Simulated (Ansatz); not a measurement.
**A defect in a wire: Au wire along [110], 2 atoms a period, divacancy of Au and Au**

Wanted: the relaxed defect and the transmission past it, beside the channels of the perfect wire.

Program: Ansatz 0.2.0. Level of theory: DFT PBE, plane waves, PAW; relaxation of a wire's period, in the first sound run; inputs show where later runs differ. Results are calculated unless marked as measured.

Most raw output is cut from this account.

## Step 1: The starting structure

The cell holds 2 atoms: 2 Au. Its edges and angles: a = 8.880 Å, b = 8.271 Å, c = 2.942 Å, α = 90.0°, β = 90.0°, γ = 90.0°. Vacuum lies along a and b. The structure's axis is c.

## Step 2: Relaxing the period

Band widths follow the bond lengths, so the wire is relaxed first. The atoms and the third cell vector are free; the box across stays fixed as vacuum. A Fermi-Dirac smearing is set since the result may be a metal. The pressure printed is a third of the stress's trace over the whole box, vacuum included; only the stress along the axis is relaxed.

File input.yaml:

```yaml
crystal:
  lattice:
    - [8.88, 0.0, 0.0]
    - [0.0, 8.271, 0.0]
    - [0.0, 0.0, 2.9415642097]
  atoms:
    - { symbol: Au, position: [0.382882883, 0.41107484, 0.0] }
    - { symbol: Au, position: [0.617117117, 0.588898816, 0.5] }
kpoints:
  mp_grid: { grid: [1, 1, 28] }
scf:
  occupations: { method: fermi_dirac, width: 0.05 }
hamiltonian:
  xc: pbe
relax:
  cell: { fix: [a, b, alpha, beta, gamma] }
  max_steps: 60
```

Launch:

```console
$ ansatz run input.yaml --threads 8 --pin off --max-ram 16384MiB --backend cpu --events-out ev --progress --plain --runs-dir out
```

Wall time 4.2 s (8 threads of Arm Neoverse V2, shared host); peak memory 0.55 GiB; 29 s of CPU time.

Relaxation path:

| step | energy less that of the first step (eV) | largest force component (eV/Å) | pressure (GPa) | volume (Å³) |
| --- | --- | --- | --- | --- |
| 1 | 0.0000 | 0.7949 | -2.12 | 216.05 |
| 2 | -0.3480 | 0.3159 | -0.52 | 205.48 |
| 3 | -0.4571 | 0.0669 | 0.09 | 194.94 |
| 4 | -0.4574 | 0.0353 | -0.06 | 195.32 |
| 5 | -0.4577 | 0.0026 | 0.00 | 195.11 |
| 6 | -0.4577 | 0.0021 | 0.00 | 195.11 |
| 7 | -0.4577 | 0.0128 | -0.01 | 195.09 |
| 8 | -0.4577 | 0.0007 | 0.00 | 195.14 |
| 9* | -0.4563 | 0.0010 | 0.00 | 195.14 |

Relaxation steps marked * repeat the geometry before them on a plane-wave basis chosen anew for their cell, so energy and pressure can jump there.

The run keeps the 4 symmetry operations that it works with, so distortions that break them were not tested.

| cell as run | before | after | change |
| --- | --- | --- | --- |
| c (Å) | 2.942 | 2.657 | -9.7 % |

The atoms that moved most (Å, along periodic axes as changes of fractional coordinates times the final cell, across vacuum about the mean position):

| atom | dx | dy | dz | length |
| --- | --- | --- | --- | --- |
| Au1 | 0.103 | -0.016 | 0.000 | 0.104 |
| Au2 | -0.103 | 0.016 | 0.000 | 0.104 |

The relaxed structure:

```xyz
2
Lattice="8.8800 0.0000 0.0000 0.0000 8.2710 0.0000 0.0000 0.0000 2.6569" Properties=species:S:1:pos:R:3
Au    3.5027    3.3837    0.0000
Au    5.3773    4.8871    1.3284
```

Numbers from this step:

```
energy at zero smearing    : -26296.7740 eV
cell length along the wire : 2.657 Å
```

The cell's length comes to 2.657 Å with spin left out.

## Step 3: The perfect wire

This step: DFT PBE, plane waves, PAW; channels and complex bands of a perfect wire (Ansatz 0.2.0).

At the relaxed period the Bloch states of the perfect wire are found at each energy: those that move forward count the open channels, and those that decay describe how a disturbance dies away inside the wire itself. An energy step of 0.05 eV is too coarse for the program's thermal average, and saves time.

File input.yaml:

```yaml
crystal:
  lattice:
    - [8.88, 0.0, 0.0]
    - [0.0, 8.271, 0.0]
    - [0.0, 0.0, 2.6568893236]
  atoms:
    - { symbol: Au, position: [0.394451403, 0.409099748, 0.0] }
    - { symbol: Au, position: [0.605548597, 0.590873908, 0.5] }
kpoints:
  mp_grid: { grid: [1, 1, 31] }
scf:
  occupations: { method: fermi_dirac, width: 0.05 }
hamiltonian:
  xc: pbe
output:
  transmission:
    e_range: [-1.5, 1.5]
    de: 0.05
    kmesh: [1, 1]
    reduced_basis: true
    leads: [[0, 0]]
basis:
  ecutwfc: "340 eV"
```

It took 6.8 s on 8 threads; peak memory 0.73 GiB.

This step gave:

```
energy at zero smearing                                  : -26296.7537 eV
channels at the energy nearest the Fermi level, one spin : 2
band gap                                                 : 0 eV
```

Open channels of the lead, one spin against energy, zero at the Fermi level:

| energy (eV) | open channels of the lead, one spin |
| --- | --- |
| -1.50 | 6 |
| -1.35 | 6 |
| -1.20 | 5 |
| -1.05 | 3 |
| -0.95 | 2 |
| -0.80 | 2 |
| -0.65 | 1 |
| -0.50 | 1 |
| -0.35 | 2 |
| -0.20 | 2 |
| -0.05 | 2 |
| 0.00 | 2 |
| 0.05 | 2 |
| 0.20 | 2 |
| 0.35 | 2 |
| 0.50 | 2 |
| 0.65 | 2 |
| 0.80 | 2 |
| 0.95 | 2 |
| 1.05 | 2 |
| 1.20 | 2 |
| 1.35 | 2 |
| 1.50 | 2 |

The slowest values at each energy, most degenerate partners merged, listed up to 1.5 1/Å. The Im kz of the slowest decaying states by energy, zero at the Fermi level:

| energy (eV) | decay 1 (Å⁻¹) | decay 2 (Å⁻¹) | decay 3 (Å⁻¹) | decay 4 (Å⁻¹) |
| --- | --- | --- | --- | --- |
| -1.50 | 0.250 | 0.400 | 0.511 | 1.16 |
| -1.35 | 0.253 | 0.513 | 0.631 | 1.14 |
| -1.20 | 0.126 | 0.249 | 0.593 | 0.713 |
| -1.05 | 0.148 | 0.216 | 0.237 | 0.655 |
| -0.90 | 0.125 | 0.216 | 0.233 | 0.270 |
| -0.75 | 0.183 | 0.184 | 0.290 | 0.31 |
| -0.60 | 0.0907 | 0.128 | 0.222 | 0.336 |
| -0.45 | 0.159 | 0.251 | 0.369 | 0.374 |
| -0.30 | 0.199 | 0.274 | 0.391 | 0.408 |
| -0.15 | 0.227 | 0.292 | 0.411 | 0.438 |
| 0.00 | 0.249 | 0.306 | 0.428 | 0.466 |
| 0.15 | 0.266 | 0.317 | 0.443 | 0.491 |
| 0.30 | 0.278 | 0.325 | 0.455 | 0.516 |
| 0.45 | 0.288 | 0.331 | 0.466 | 0.539 |
| 0.60 | 0.294 | 0.334 | 0.476 | 0.561 |
| 0.75 | 0.299 | 0.335 | 0.484 | 0.583 |
| 0.90 | 0.301 | 0.334 | 0.491 | 0.603 |
| 1.05 | 0.301 | 0.331 | 0.497 | 0.623 |
| 1.20 | 0.298 | 0.325 | 0.501 | 0.641 |
| 1.35 | 0.294 | 0.318 | 0.505 | 0.659 |
| 1.50 | 0.288 | 0.307 | 0.507 | 0.675 |

At the computed energy nearest the Fermi level there are 2 channels a spin.

## Step 4: Relaxation of the scattering region

This step: DFT PBE, plane waves, PAW; relaxation of a junction in a wire, ends held (Ansatz 0.2.0).

System of this step: Au wire along [110], 2 atoms a period, divacancy of Au and Au. The cell holds 16 atoms: 16 Au. Cell: a = 8.880 Å, b = 8.271 Å, c = 23.912 Å, α = 90.0°, β = 90.0°, γ = 90.0°. Regions: held atoms, 12 atoms (12 Au); free atoms, 4 atoms (4 Au). Vacuum lies along a and b. The structure's axis is c.

4 atoms at the defect are free to relax, while 12 stay where the perfect wire has them, so that the ends still repeat as a lead. The cutoff is set under the files' recommended one to save time.

File input.yaml:

```yaml
crystal:
  lattice:
    - [8.88, 0.0, 0.0]
    - [0.0, 8.271, 0.0]
    - [0.0, 0.0, 23.9120039126]
  atoms:
    - { symbol: Au, position: [0.394451403, 0.409099748, 0.0] }
    - { symbol: Au, position: [0.605548597, 0.590873908, 0.055555556] }
    - { symbol: Au, position: [0.394451403, 0.409099748, 0.111111111] }
    - { symbol: Au, position: [0.605548597, 0.590873908, 0.166666667] }
    - { symbol: Au, position: [0.394451403, 0.409099748, 0.222222222] }
    - { symbol: Au, position: [0.605548597, 0.590873908, 0.277777778] }
    - { symbol: Au, position: [0.394451403, 0.409099748, 0.333333333] }
    - { symbol: Au, position: [0.605548597, 0.590873908, 0.5] }
    - { symbol: Au, position: [0.394451403, 0.409099748, 0.555555556] }
    - { symbol: Au, position: [0.605548597, 0.590873908, 0.611111111] }
    - { symbol: Au, position: [0.394451403, 0.409099748, 0.666666667] }
    - { symbol: Au, position: [0.605548597, 0.590873908, 0.722222222] }
    - { symbol: Au, position: [0.394451403, 0.409099748, 0.777777778] }
    - { symbol: Au, position: [0.605548597, 0.590873908, 0.833333333] }
    - { symbol: Au, position: [0.394451403, 0.409099748, 0.888888889] }
    - { symbol: Au, position: [0.605548597, 0.590873908, 0.944444444] }
kpoints:
  mp_grid: { grid: [1, 1, 1] }
scf:
  occupations: { method: fermi_dirac, width: 0.1 }
hamiltonian:
  xc: pbe
relax:
  constraints: [{ sites: [0, 1, 2, 3, 4, 5, 10, 11, 12, 13, 14, 15] }]
  f_tol: 0.07
  max_steps: 30
basis:
  ecutwfc: "340 eV"
```

Wall time 4.7 s (8 threads); peak memory 1 GiB; 33 s of CPU time.

Relaxation path:

| step | energy less that of the first step (eV) | largest force component (eV/Å) |
| --- | --- | --- |
| 1 | 0.0000 | 0.3072 |
| 2 | -0.0292 | 0.1882 |
| 3 | -0.0358 | 0.0554 |

The atoms that moved most (Å):

| atom | dx | dy | dz | length |
| --- | --- | --- | --- | --- |
| Au8 | -0.079 | -0.056 | 0.054 | 0.111 |
| Au7 | 0.069 | 0.049 | -0.018 | 0.087 |
| Au10 | 0.007 | 0.009 | 0.032 | 0.033 |
| Au9 | -0.017 | -0.022 | 0.003 | 0.028 |

Numbers from this step:

```
energy at zero smearing : -210371.8589 eV
```

The largest force component on a free atom ends at 0.055 eV/Å, under the limit of 0.07. 

## Step 5: Transmission between the leads

This step: DFT PBE, plane waves, PAW; transmission of a junction in a wire (Ansatz 0.2.0).

The cell is now read as a scatterer between two semi-infinite leads, named by two sites one period apart. The scattering states in its self-consistent potential are matched to the leads' states at each energy. One point across is taken, as for a wire in vacuum.

File input.yaml:

```yaml
crystal:
  lattice:
    - [8.88, 0.0, 0.0]
    - [0.0, 8.271, 0.0]
    - [0.0, 0.0, 23.9120039126]
  atoms:
    - { symbol: Au, position: [0.394451403, 0.409099748, 2.0e-10] }
    - { symbol: Au, position: [0.605548597, 0.590873908, 0.0555555557] }
    - { symbol: Au, position: [0.394451403, 0.409099748, 0.1111111112] }
    - { symbol: Au, position: [0.605548597, 0.590873908, 0.1666666667] }
    - { symbol: Au, position: [0.394451403, 0.409099748, 0.2222222222] }
    - { symbol: Au, position: [0.605548597, 0.590873908, 0.2777777777] }
    - { symbol: Au, position: [0.4022206456, 0.4150538584, 0.3325718483] }
    - { symbol: Au, position: [0.5966152894, 0.5841262097, 0.502249438] }
    - { symbol: Au, position: [0.3924943243, 0.4064966571, 0.5556937791] }
    - { symbol: Au, position: [0.6063229289, 0.5919492461, 0.6124306189] }
    - { symbol: Au, position: [0.394451403, 0.409099748, 0.6666666667] }
    - { symbol: Au, position: [0.605548597, 0.590873908, 0.7222222222] }
    - { symbol: Au, position: [0.394451403, 0.409099748, 0.7777777777] }
    - { symbol: Au, position: [0.605548597, 0.590873908, 0.8333333332] }
    - { symbol: Au, position: [0.394451403, 0.409099748, 0.8888888892] }
    - { symbol: Au, position: [0.605548597, 0.590873908, 0.9444444442] }
kpoints:
  mp_grid: { grid: [1, 1, 4] }
scf:
  occupations: { method: fermi_dirac, width: 0.05 }
hamiltonian:
  xc: pbe
output:
  transmission:
    e_range: [-1.5, 1.5]
    de: 0.05
    kmesh: [1, 1]
    reduced_basis: true
    leads: [[14, 0]]
  dos: { projected: true, e_range: [-4, 3] }
  write_potential: true
  write_density: true
  volumetric_format: npy
  elf: true
basis:
  ecutwfc: "340 eV"
```

Elapsed: 41 s, on 8 threads; peak memory 2.6 GiB; 3.8 min of CPU time.

Numbers from this step:

* energy at zero smearing: -210372.0073 eV
* transmission at the energy nearest the Fermi level, one spin: 0.1268
* step of the lead's Hamiltonian: 41.5 meV

Transmission, one spin against energy, zero at the Fermi level:

| energy (eV) | transmission, one spin |
| --- | --- |
| -1.50 | 0.0286 |
| -1.35 | 0.0296 |
| -1.20 | 0.0346 |
| -1.05 | 0.0315 |
| -0.95 | 0.0388 |
| -0.80 | 0.0487 |
| -0.65 | 0.0661 |
| -0.50 | 0.0813 |
| -0.35 | 0.0958 |
| -0.20 | 0.110 |
| -0.05 | 0.123 |
| 0.00 | 0.127 |
| 0.05 | 0.131 |
| 0.20 | 0.142 |
| 0.35 | 0.153 |
| 0.50 | 0.163 |
| 0.65 | 0.173 |
| 0.80 | 0.184 |
| 0.95 | 0.195 |
| 1.05 | 0.203 |
| 1.20 | 0.218 |
| 1.35 | 0.234 |
| 1.50 | 0.252 |

Open channels of the lead, one spin against energy, zero at the Fermi level:

| energy (eV) | open channels of the lead, one spin |
| --- | --- |
| -1.50 | 6 |
| -1.35 | 6 |
| -1.20 | 4 |
| -1.05 | 2 |
| -0.95 | 2 |
| -0.80 | 2 |
| -0.65 | 1 |
| -0.50 | 2 |
| -0.35 | 2 |
| -0.20 | 2 |
| -0.05 | 2 |
| 0.00 | 2 |
| 0.05 | 2 |
| 0.20 | 2 |
| 0.35 | 2 |
| 0.50 | 2 |
| 0.65 | 2 |
| 0.80 | 2 |
| 0.95 | 2 |
| 1.05 | 2 |
| 1.20 | 2 |
| 1.35 | 2 |
| 1.50 | 2 |

Projected DOS an atom over height of the atomic layer and energy from the Fermi level. Layers: Au Au Au Au Au Au Au Au Au Au Au Au Au Au Au Au (hydrogen named only where alone); broadened by a Gaussian of 0.15 eV, since few k-points sample the long cell.

Values in states/eV, 22 rows by 16 columns, each cell a mean:
```
0.04 0.06 0.12 0.10 0.07 0.14 0.16 0.16 0.14 0.07 0.10 0.12 0.06 0.04 0.17 0.16
0.14 0.18 0.25 0.32 0.17 0.48 0.46 0.47 0.47 0.18 0.31 0.25 0.19 0.14 0.53 0.51
0.43 0.28 0.22 0.18 0.48 0.55 0.21 0.22 0.54 0.46 0.18 0.23 0.29 0.42 0.36 0.36
0.31 0.26 0.13 0.08 0.37 0.35 0.16 0.16 0.34 0.35 0.08 0.13 0.27 0.31 0.18 0.19
0.31 0.57 0.18 0.24 0.52 0.49 0.67 0.68 0.50 0.49 0.24 0.17 0.58 0.32 0.36 0.36
0.39 0.53 0.26 0.37 0.64 0.67 0.68 0.65 0.67 0.66 0.39 0.25 0.51 0.39 0.46 0.45
0.30 0.38 0.55 0.58 0.47 0.54 0.36 0.38 0.54 0.49 0.60 0.52 0.37 0.30 0.31 0.32
0.54 0.53 0.61 0.51 0.38 0.41 0.23 0.24 0.42 0.40 0.54 0.60 0.54 0.54 0.63 0.63
0.69 0.46 0.46 0.59 0.26 0.49 0.56 0.54 0.51 0.28 0.58 0.47 0.45 0.69 0.53 0.53
1.06 0.82 0.90 1.00 0.72 0.89 0.90 0.87 0.87 0.75 0.98 1.00 0.81 1.11 0.74 0.75
1.93 1.76 2.20 1.97 1.99 1.54 1.32 1.38 1.53 2.19 1.95 2.37 1.76 1.95 1.70 1.69
3.08 3.24 3.72 3.81 3.12 2.85 2.71 2.92 3.10 3.25 3.91 3.56 3.23 2.88 2.72 2.70
4.74 4.61 4.97 5.02 4.42 5.26 5.78 6.05 5.53 4.47 5.14 4.84 4.60 4.73 4.70 4.75
5.63 5.30 5.33 5.27 5.64 6.90 7.79 7.51 6.78 5.57 5.18 5.28 5.27 5.71 5.79 5.76
4.52 4.21 3.48 4.03 3.81 3.87 5.82 5.42 3.94 3.88 3.93 3.44 4.27 4.56 4.30 4.25
2.81 3.08 2.92 2.74 2.77 2.21 4.04 3.89 2.14 2.67 2.62 2.94 3.10 2.80 3.04 3.06
1.44 1.97 2.01 1.32 1.59 1.95 2.84 2.88 1.88 1.50 1.27 2.02 1.99 1.46 1.64 1.64
1.21 1.50 1.46 0.87 0.86 1.87 1.68 1.83 1.93 0.94 0.87 1.49 1.46 1.29 1.25 1.28
2.42 2.13 2.28 2.21 2.26 2.46 1.88 2.03 2.60 2.33 2.26 2.14 2.11 2.44 2.45 2.44
2.47 2.43 2.46 3.17 3.42 2.71 1.91 1.74 2.65 3.03 3.02 2.37 2.43 2.39 2.70 2.73
2.39 2.77 2.57 2.37 2.55 2.91 2.22 2.23 2.82 2.52 2.36 2.73 2.74 2.38 2.44 2.43
1.05 1.11 0.99 0.58 0.70 1.43 1.12 1.26 1.25 0.83 0.70 1.00 1.20 1.10 1.02 1.01
```
Columns: height of the atomic layer (Å) from 4.8e-9 to 22.6 (not evenly spaced); rows upwards: energy from the Fermi level (eV) from -3.98 to 1.47.

Valence density in the ca plane at fractional y = 0.406, with atoms of Au within 0.2 Å of it. It is the smooth field of the valence electrons, not physical close to the nuclei.

Ten steps, logarithmic in the rise over the least value, from '0' (0 e/Å³) to '9' (13 e/Å³), each cell a mean:
```
00000000000000000000000000000000000000000000
00000000000000000000000000000000000000000000
00000000000000000000000000000000000000000000
00000000000000000000000000000000000000000000
00000000000000000000000000000000000000000000
00000000000000000000000000000000000000000000
00000000000000000000000000000000000000000000
00000000000000000000000000000000000000000000
00000000000110000011000001100000111000001100
10000000001111111111111111111111111111111111
22100000001111111111111111111111111111111111
54310000000112343211234321123443212344321224
87531000000125776422467742246775323577632357
99741000000137998533689863358997434799743479
99741000000137998633699973368997435899853479
88631000000136888533588863257886324788742368
54310000000023565322356532134654212455421235
22100000000001222111122211112221111222211112
00000000000000010000001000000100000001000000
00000000000000000000000000000000000000000000
00000000000000000000000000000000000000000000
00000000000000000000000000000000000000000000
00000000000000000000000000000000000000000000
00000000000000000000000000000000000000000000
```
Columns run along c (16.0 Å, from fractional 0.33 to 1.00 of the cell), rows up along a (8.9 Å). Atoms in or near the plane, at fractional coordinates: Au at (0.33, 0.40), Au at (0.56, 0.39), Au at (0.67, 0.39), Au at (0.78, 0.39), Au at (0.89, 0.39).

ELF in the ca plane at fractional y = 0.406, with atoms of Au within 0.2 Å of it. It is the smooth field of the valence electrons, not physical close to the nuclei.

Values, 13 rows by 16 columns, each cell a mean:
```
0.00 0.00 0.00 0.00 0.00 0.00 0.00 0.00 0.00 0.00 0.00 0.00 0.00 0.00 0.00 0.00
0.01 0.00 0.00 0.02 0.03 0.01 0.01 0.01 0.01 0.02 0.01 0.01 0.02 0.01 0.02 0.01
0.02 0.00 0.02 0.09 0.10 0.04 0.06 0.05 0.04 0.09 0.04 0.06 0.07 0.03 0.07 0.05
0.05 0.01 0.03 0.16 0.20 0.08 0.14 0.12 0.09 0.18 0.09 0.13 0.16 0.07 0.16 0.12
0.10 0.04 0.04 0.21 0.25 0.12 0.18 0.16 0.12 0.22 0.12 0.16 0.20 0.10 0.20 0.15
0.26 0.13 0.03 0.20 0.23 0.19 0.16 0.17 0.19 0.18 0.18 0.18 0.18 0.19 0.18 0.18
0.46 0.20 0.02 0.14 0.24 0.41 0.26 0.31 0.40 0.21 0.40 0.32 0.25 0.43 0.24 0.34
0.64 0.24 0.03 0.08 0.31 0.65 0.38 0.45 0.61 0.29 0.60 0.46 0.35 0.65 0.32 0.50
0.52 0.21 0.03 0.06 0.30 0.56 0.34 0.41 0.52 0.29 0.52 0.42 0.34 0.56 0.31 0.44
0.27 0.14 0.02 0.04 0.19 0.30 0.22 0.27 0.29 0.21 0.29 0.26 0.23 0.30 0.21 0.26
0.13 0.07 0.01 0.02 0.09 0.14 0.11 0.15 0.15 0.10 0.14 0.12 0.11 0.14 0.09 0.12
0.05 0.02 0.00 0.00 0.02 0.04 0.04 0.05 0.05 0.03 0.04 0.03 0.03 0.04 0.02 0.03
0.00 0.00 0.00 0.00 0.00 0.00 0.00 0.00 0.00 0.00 0.00 0.00 0.00 0.00 0.00 0.00
```
Columns run along c (16.0 Å, from fractional 0.33 to 1.00 of the cell), rows up along a (8.9 Å). Atoms in or near the plane, at fractional coordinates: Au at (0.33, 0.40), Au at (0.56, 0.39), Au at (0.67, 0.39), Au at (0.78, 0.39), Au at (0.89, 0.39).

[end of part 1 of 2]

[Logs are printed without paths, hosts, clocks, repeated set-up lines and the standing remarks that a program may print on its own settings, such as how far it seeks lower states.]

[Hosts, paths, dates, database ids (printed as entryN), source tags and the programs' standing remarks are cut or masked in the printed files.]
